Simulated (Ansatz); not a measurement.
# K on Ni(100): change of the work function, part 2 of 2

Aim: the work function of Ni(100) at several coverages of K (hollow site), and the dipole that each adsorbate carries.

Ansatz 0.2.0; plane-wave DFT, PBE, Ansatz PAW.

So far, work function, upper face (eV): step 2 (the clean slab) 4.88; step 3 (37 atoms, coverage 0.111 ML, cell 3x3) 2.00.

### 4. The covered slab, k-mesh 6×6×1, coverage 0.25 ML

System of this step: KNi16 (K/Ni(100)). The cell holds 17 atoms: 16 Ni and 1 K. Cell: a = 4.978 Å, b = 4.978 Å, c = 26.107 Å, α = 90.0°, β = 90.0°, γ = 90.0°. Vacuum lies along c.

Another coverage, to see how the dipoles act on each other as their distance changes.

Contents of input.yaml:

```yaml
crystal:
  lattice:
    - [4.9780317396, 0.0, 0.0]
    - [0.0, 4.9780317396, 0.0]
    - [0.0, 0.0, 26.1072931773]
  atoms:
    - { symbol: Ni, position: [0.25, 0.25, 0.3447312572], spin: 0.76 }
    - { symbol: Ni, position: [0.0, 0.0, 0.4121453698], spin: 0.69 }
    - { symbol: Ni, position: [0.25, 0.25, 0.4804078646], spin: 0.7 }
    - { symbol: Ni, position: [0.0, 0.0, 0.5452737482], spin: 0.76 }
    - { symbol: Ni, position: [0.25, 0.75, 0.3447312572], spin: 0.76 }
    - { symbol: Ni, position: [0.0, 0.5, 0.4121453698], spin: 0.69 }
    - { symbol: Ni, position: [0.25, 0.75, 0.4804078646], spin: 0.7 }
    - { symbol: Ni, position: [0.0, 0.5, 0.5452737482], spin: 0.76 }
    - { symbol: Ni, position: [0.75, 0.25, 0.3447312572], spin: 0.76 }
    - { symbol: Ni, position: [0.5, 0.0, 0.4121453698], spin: 0.69 }
    - { symbol: Ni, position: [0.75, 0.25, 0.4804078646], spin: 0.7 }
    - { symbol: Ni, position: [0.5, 0.0, 0.5452737482], spin: 0.76 }
    - { symbol: Ni, position: [0.75, 0.75, 0.3447312572], spin: 0.76 }
    - { symbol: Ni, position: [0.5, 0.5, 0.4121453698], spin: 0.69 }
    - { symbol: Ni, position: [0.75, 0.75, 0.4804078646], spin: 0.7 }
    - { symbol: Ni, position: [0.5, 0.5, 0.5452737482], spin: 0.76 }
    - { symbol: K, position: [0.25, 0.25, 0.6552687428] }
magnetization:
  spin_polarized: true
kpoints:
  mp_grid: { grid: [6, 6, 1] }
hamiltonian:
  xc: pbe
scf:
  occupations: { method: fermi_dirac, width: 0.1 }
  convergence: { dr2_threshold: 1.0e-08 }
efield:
  axis: 3
  dipole_correction: true
  ramp_position: 0.97
  ramp_width: 0.06
relax:
  f_tol: 0.02
  max_steps: 60
  constraints: [{ sites: [0, 1, 4, 5, 8, 9, 12, 13] }]
output:
  dos: { projected: true, e_range: [-8, 4] }
  write_potential: true
  write_density: true
  volumetric_format: npy
  elf: true
```

Started as:

```sh
ansatz run input.yaml --threads 4 --pin off --max-ram 16384MiB --backend cpu --events-out ev --progress --plain --runs-dir out
```

The job ended after 8.9 min (4 threads of Arm Neoverse V1, shared host; peak memory 3.9 GiB).

Step by step:

| step | energy less that of the first step (eV) | largest force component (eV/Å) |
| --- | --- | --- |
| 1 | 0.0000 | 0.2827 |
| 2 | -0.0136 | 0.2131 |
| 3 | -0.0279 | 0.0614 |
| 4 | -0.0288 | 0.0196 |

Forces are held to the 8 operations that the run works with; a distortion that breaks them can't arise in this run.

The atoms that moved most (Å):

| atom | dx | dy | dz | length |
| --- | --- | --- | --- | --- |
| K17 | 0.000 | 0.000 | -0.169 | 0.169 |
| Ni15 | 0.000 | 0.000 | -0.014 | 0.014 |
| Ni4 | -0.007 | -0.007 | 0.009 | 0.013 |
| Ni12 | 0.007 | -0.007 | 0.009 | 0.013 |
| Ni8 | -0.007 | 0.007 | 0.009 | 0.013 |
| Ni16 | 0.007 | 0.007 | 0.009 | 0.013 |
| Ni3 | 0.000 | 0.000 | 0.008 | 0.008 |

The relaxed structure:

```
Ni K
1.0
     4.97803    0.00000    0.00000
     0.00000    4.97803    0.00000
     0.00000    0.00000   26.10729
Ni K
16 1
Direct
  0.25000 0.25000 0.34473
  0.00000 0.00000 0.41215
  0.25000 0.25000 0.48072
  0.99859 0.99859 0.54562
  0.25000 0.75000 0.34473
  0.00000 0.50000 0.41215
  0.25000 0.75000 0.48041
  0.99859 0.50141 0.54562
  0.75000 0.25000 0.34473
  0.50000 0.00000 0.41215
  0.75000 0.25000 0.48041
  0.50141 0.99859 0.54562
  0.75000 0.75000 0.34473
  0.50000 0.50000 0.41215
  0.75000 0.75000 0.47986
  0.50141 0.50141 0.54562
  0.25000 0.25000 0.64879
```

Numbers from this step:

| Quantity | Value |
| --- | --- |
| energy at zero smearing | -94967.3393 eV |
| total moment | 10.63 μB |
| work function, upper face | 1.838 eV |
| work function, lower face | 4.900 eV |
| dipole along the normal | 0.4193 e·Å |
| step between the vacuum levels | -3.062 eV |

Running mean over 1.76 Å of the planar mean; the ramp of the sawtooth is left out. Table of electron's electrostatic potential energy less the Fermi level by z:

| z (Å) | electron's electrostatic potential energy less the Fermi level (eV) |
| --- | --- |
| 4 | 4.90 |
| 5 | 4.90 |
| 6 | 4.86 |
| 7 | 4.39 |
| 8 | -1.70 |
| 9 | -9.87 |
| 10 | -10.3 |
| 11 | -10.3 |
| 12 | -10.2 |
| 13 | -10.8 |
| 14 | -10.4 |
| 15 | -4.98 |
| 16 | 0.892 |
| 17 | -1.32 |
| 18 | -0.0145 |
| 19 | 1.37 |
| 20 | 1.69 |
| 21 | 1.80 |
| 22 | 1.83 |
| 23 | 1.84 |

The density of states has structure finer than the step of the table below, so its rows give means over 0.25 eV, whole bins alone (the curve runs from -8 to 1.98 eV). Peaks (eV: height): total -2.770: 50.4, -2.200: 63.8, -1.650: 65.4, -1.530: 60.7, -1.200: 63.3, -0.930: 78.1, -0.600: 73.1; up -2.200: 49.2, -1.710: 33.6, -1.650: 43.0, -1.350: 29.3, -1.200: 32.3, -0.840: 41.8, -0.600: 50.7; down -2.770: 34.0, -1.530: 35.1, -1.200: 30.9, -0.930: 54.8, -0.660: 35.5, -0.450: 32.3, -0.150: 36.0.

The density of states by energy, zero at the Fermi level; means over each step; values in states/eV a cell:

| energy (eV) | total | up | down |
| --- | --- | --- | --- |
| -7.75 | 1.09 | 0.550 | 0.540 |
| -7.50 | 1.03 | 0.517 | 0.512 |
| -7.25 | 1.09 | 0.548 | 0.542 |
| -7.00 | 1.16 | 0.584 | 0.575 |
| -6.75 | 1.68 | 0.829 | 0.854 |
| -6.50 | 2.46 | 1.25 | 1.21 |
| -6.25 | 2.80 | 1.41 | 1.39 |
| -6.00 | 1.89 | 0.986 | 0.908 |
| -5.75 | 2.65 | 1.40 | 1.25 |
| -5.50 | 3.04 | 1.63 | 1.41 |
| -5.25 | 3.70 | 1.95 | 1.75 |
| -5.00 | 4.06 | 2.43 | 1.63 |
| -4.75 | 5.61 | 3.00 | 2.60 |
| -4.50 | 8.23 | 5.75 | 2.48 |
| -4.25 | 12.9 | 8.00 | 4.92 |
| -4.00 | 17.4 | 11.3 | 6.07 |
| -3.75 | 23.5 | 16.4 | 7.14 |
| -3.50 | 21.2 | 13.3 | 7.95 |
| -3.25 | 29.0 | 12.8 | 16.2 |
| -3.00 | 26.2 | 14.8 | 11.5 |
| -2.75 | 25.0 | 14.6 | 10.4 |
| -2.50 | 31.4 | 17.3 | 14.2 |
| -2.25 | 44.8 | 31.4 | 13.5 |
| -2.00 | 33.2 | 18.0 | 15.2 |
| -1.75 | 42.8 | 23.6 | 19.3 |
| -1.50 | 46.1 | 22.5 | 23.7 |
| -1.25 | 46.9 | 27.2 | 19.7 |
| -1.00 | 54.4 | 27.3 | 27.1 |
| -0.75 | 55.0 | 32.2 | 22.8 |
| -0.50 | 43.6 | 18.9 | 24.7 |
| -0.25 | 29.5 | 4.83 | 24.6 |
| 0.00 | 29.0 | 3.67 | 25.4 |
| 0.25 | 25.7 | 2.82 | 22.9 |
| 0.50 | 10.7 | 2.86 | 7.88 |
| 0.75 | 7.83 | 3.27 | 4.56 |
| 1.00 | 7.36 | 4.08 | 3.28 |
| 1.25 | 7.58 | 3.61 | 3.97 |
| 1.50 | 7.01 | 3.24 | 3.77 |
| 1.75 | 6.91 | 2.75 | 4.16 |

Projected DOS per atom over height of the atomic layer and energy from the Fermi level. Layers: Ni4 Ni4 Ni4 Ni4 K from below.

Ten even steps from '_' (0.00 states/eV) to '@' (4.08 states/eV), each cell a mean:
```
__________
________..
________..
::::::::..
++----==__
##++++##__
@@****%%__
##****%%__
**====##__
++****++__
--==----__
::==++--__
::====::__
..::--..__
__....____
__________
__________
__________
__________
__________
__________
__________
```
Columns: height of the atomic layer (Å) from 9 to 16.9 (not evenly spaced); rows upwards: energy from the Fermi level (eV) from -7.96 to 1.95.

Projected DOS per atom, spin up over height of the atomic layer and energy from the Fermi level. Layers: Ni4 Ni4 Ni4 Ni4 K from below.

Values in states/eV, 22 rows by 5 columns, each cell a mean:
```
0.08 0.09 0.08 0.08 0.16
0.12 0.16 0.14 0.12 0.17
0.14 0.12 0.16 0.15 0.38
0.13 0.11 0.11 0.14 0.43
0.20 0.19 0.20 0.24 0.21
1.12 1.16 1.18 1.20 0.11
2.30 1.62 1.45 2.12 0.08
1.77 1.29 1.31 1.66 0.13
1.73 0.83 0.83 1.79 0.09
1.43 1.53 1.57 1.45 0.03
0.99 1.06 0.95 0.82 0.00
0.66 0.84 0.85 0.73 0.00
0.62 1.25 1.27 0.64 0.00
0.35 0.72 0.82 0.42 0.02
0.18 0.37 0.42 0.21 0.01
0.10 0.18 0.18 0.11 0.01
0.07 0.13 0.14 0.07 0.00
0.05 0.09 0.09 0.06 0.00
0.07 0.09 0.09 0.07 0.01
0.02 0.06 0.06 0.03 0.00
0.01 0.05 0.05 0.02 0.00
0.01 0.05 0.05 0.02 0.00
```
Columns: height of the atomic layer (Å) from 9 to 16.9 (not evenly spaced); rows upwards: energy from the Fermi level (eV) from -7.96 to 1.95.

Projected DOS per atom, spin down over height of the atomic layer and energy from the Fermi level. Layers: Ni4 Ni4 Ni4 Ni4 K from below.

Values in states/eV, 22 rows by 5 columns, each cell a mean:
```
0.14 0.17 0.16 0.13 0.20
0.15 0.14 0.17 0.15 0.27
0.19 0.17 0.18 0.19 0.33
0.85 0.87 0.86 0.82 0.31
2.03 1.41 1.32 1.68 0.17
1.76 1.26 1.21 1.81 0.14
1.78 1.14 1.06 1.53 0.16
1.44 1.17 1.28 1.62 0.12
0.87 1.07 1.07 1.07 0.10
0.88 0.99 0.88 0.84 0.00
0.49 0.65 0.68 0.52 0.00
0.53 1.13 1.20 0.58 0.01
0.27 0.55 0.58 0.36 0.01
0.20 0.38 0.45 0.23 0.02
0.12 0.18 0.20 0.14 0.01
0.08 0.13 0.13 0.08 0.00
0.06 0.12 0.12 0.07 0.00
0.05 0.08 0.08 0.06 0.00
0.07 0.09 0.08 0.07 0.01
0.02 0.06 0.06 0.03 0.00
0.01 0.05 0.05 0.02 0.00
0.01 0.05 0.05 0.02 0.00
```
Columns: height of the atomic layer (Å) from 9 to 16.9 (not evenly spaced); rows upwards: energy from the Fermi level (eV) from -7.96 to 1.95.

Site moment by atom:

| atom | site moment (μB) |
| --- | --- |
| Ni1 | 0.764 |
| Ni2 | 0.693 |
| Ni3 | 0.688 |
| Ni4 | 0.685 |
| Ni5 | 0.766 |
| Ni6 | 0.693 |
| Ni7 | 0.679 |
| Ni8 | 0.685 |
| Ni9 | 0.766 |
| Ni10 | 0.693 |
| Ni11 | 0.679 |
| Ni12 | 0.685 |
| Ni13 | 0.764 |
| Ni14 | 0.693 |
| Ni15 | 0.679 |
| Ni16 | 0.685 |
| K17 | -0.010 |

Spin density in the ca plane at fractional y = 0.250, with atoms of Ni and K within 0.2 Å of it.

Ten even steps from '0' (0.0 e/Å³) to '9' (2.1 e/Å³), each cell a mean:
```
00000000000000000000000000000000000000000000
00001000000001100000000000000000000000000000
00058100000016610000000000000000000000000000
00047100000015510000000000000000000000000000
00001000000001100000000000000000000000000000
00000000000000000000000000000000000000000000
00000000000000000000000000000000000000000000
00000000000000000000000000000000000000000000
00023100000003300000000000000000000000000000
00069200000017710000000000000000000000000000
00023100000003300000000000000000000000000000
00000000000000000000000000000000000000000000
00000000000000000000000000000000000000000000
```
Columns run along c (16.0 Å, from fractional 0.29 to 0.90 of the cell), rows up along a (5.0 Å). Atoms in or near the plane, at fractional coordinates: Ni at (0.34, 0.25), Ni at (0.48, 0.25), Ni at (0.34, 0.75), Ni at (0.48, 0.75), K at (0.65, 0.25).

ELF in the ca plane at fractional y = 0.250, with atoms of Ni and K within 0.2 Å of it. It is the smooth field of the valence electrons, not physical close to the nuclei.

Ten even steps from '0' (0.00) to '9' (0.86), each cell a mean:
```
22222233223322223322332100000000122211000000
11233222223223322332333210000001222110000000
11356422222236632233332211000112222110000000
11356422222236632233332211000112222110000000
11233222223223322332333200000001222110000000
22222233223322223322332100000000122211000000
22222233223322233323331024542000012211000000
11222223223222222323320279996200012211000000
11245322222234432333310599998410012211000000
11367422222236632233311798799510012221000000
11245322222234432333310599998410012211000000
11222223223222222323320279996200012211000000
22222233223332233323331014542000012211000000
```
Columns run along c (16.0 Å, from fractional 0.29 to 0.90 of the cell), rows up along a (5.0 Å). Atoms in or near the plane, at fractional coordinates: Ni at (0.34, 0.25), Ni at (0.48, 0.25), Ni at (0.34, 0.75), Ni at (0.48, 0.75), K at (0.65, 0.25).

Electrostatic potential energy in the ca plane at fractional y = 0.250, with atoms of Ni and K within 0.2 Å of it. With pseudopotentials it is smooth inside the atoms' cores, unlike the true potential.

Ten even steps from '0' (-57 eV) to '9' (7 eV), each cell a mean:
```
99988899999998899999999999999999999999999999
99632589999852268999999999999999999999999999
98300179999720028999999999999999999999999999
98300179999720028999999999999999999999999999
99632589999863369999999999999999999999999999
99988899999988899999999999999999999999999999
99998999999999999999999998889999999999999999
99865799999976579999999976578999999999999999
98510379999840038999999852247999999999999999
98300169999720017999999731126899999999999999
98510379999840038999999852247999999999999999
99865799999986679999999976578999999999999999
99999999999999999999999998889999999999999999
```
Columns run along c (16.0 Å, from fractional 0.29 to 0.90 of the cell; values clipped at the 3rd and 97th percentile), rows up along a (5.0 Å). Atoms in or near the plane, at fractional coordinates: Ni at (0.34, 0.25), Ni at (0.48, 0.25), Ni at (0.34, 0.75), Ni at (0.48, 0.75), K at (0.65, 0.25).

The relaxation took 4 steps and lowered the energy by 0.029 eV; the largest force on the free atoms ends at 0.020 eV/Å.

By hand: a sheet of dipoles makes a step −p/(ε₀A) in the electron's potential. With e/ε₀ = 180.95 V·Å, p = 0.4193 e·Å and A = 24.78 Å², that is −180.95 × (0.4193) / 24.78 = -3.062 eV, and the two vacuum levels of the run differ by -3.062 eV.

The covered face has 1.84 eV, -3.05 eV against the clean one; the bare back face has moved by +0.02 eV, a measure of how thin the slab is.

### 5. Work function against coverage

This step: plane-wave DFT, PBE, Ansatz PAW; work function against coverage (Ansatz 0.2.0).

The runs are now put side by side.

This step gave:

```
work function of the clean face     : 4.883 eV
largest change of the work function : -3.045 eV
```

The work function of the covered face by coverage:

| coverage (adsorbates/nm²) | work function of the covered face (eV) |
| --- | --- |
| 0.00 | 4.88 |
| 1.79 | 2.00 |
| 4.04 | 1.84 |

The dipole per adsorbate comes from the change of the cell's dipole. Coverage, by row:

| coverage (1/nm²) | coverage (ML) | work function (eV) | change (eV) | dipole per adsorbate, positive end outwards (debye) | mean height of the added atoms over the highest substrate atom (Å) |
| --- | --- | --- | --- | --- | --- |
| 1.793 | 0.1111 | 2.004 | -2.879 | 4.283 | 2.67 |
| 4.035 | 0.25 | 1.838 | -3.045 | 2.014 | 2.694 |

### 6. What came out

```
work function of the clean face                        : 4.88 eV
work function at 0.11 ML                               : 2.00 eV
work function at 0.25 ML                               : 1.84 eV
dipole per adsorbate at 0.11 ML, positive end outwards : 4.28 D
```

**Reading.** K lowers the work function of Ni(100) at the lowest coverage, by 2.88 eV: the adsorbate layer has its positive end outwards. The slab has 4 layers, at the tabulated experimental lattice constant, one starting site was run, and quantum-size effects of a slab this thin can reach one or two tenths of an eV. The magnetic order is the one reached from the typed start; other orders were not compared.

[Logs are printed without paths, hosts, clocks, repeated set-up lines and the standing remarks that a program may print on its own settings, such as how far it seeks lower states.]

[Hosts, paths, dates, database ids (printed as entryN), source tags and the programs' standing remarks are cut or masked in the printed files.]

[Maps of the electrostatic potential energy from Ansatz leave out the sawtooth potential of an applied field or a dipole correction, so their vacuum need not be flat; planar profiles and work functions include it.]
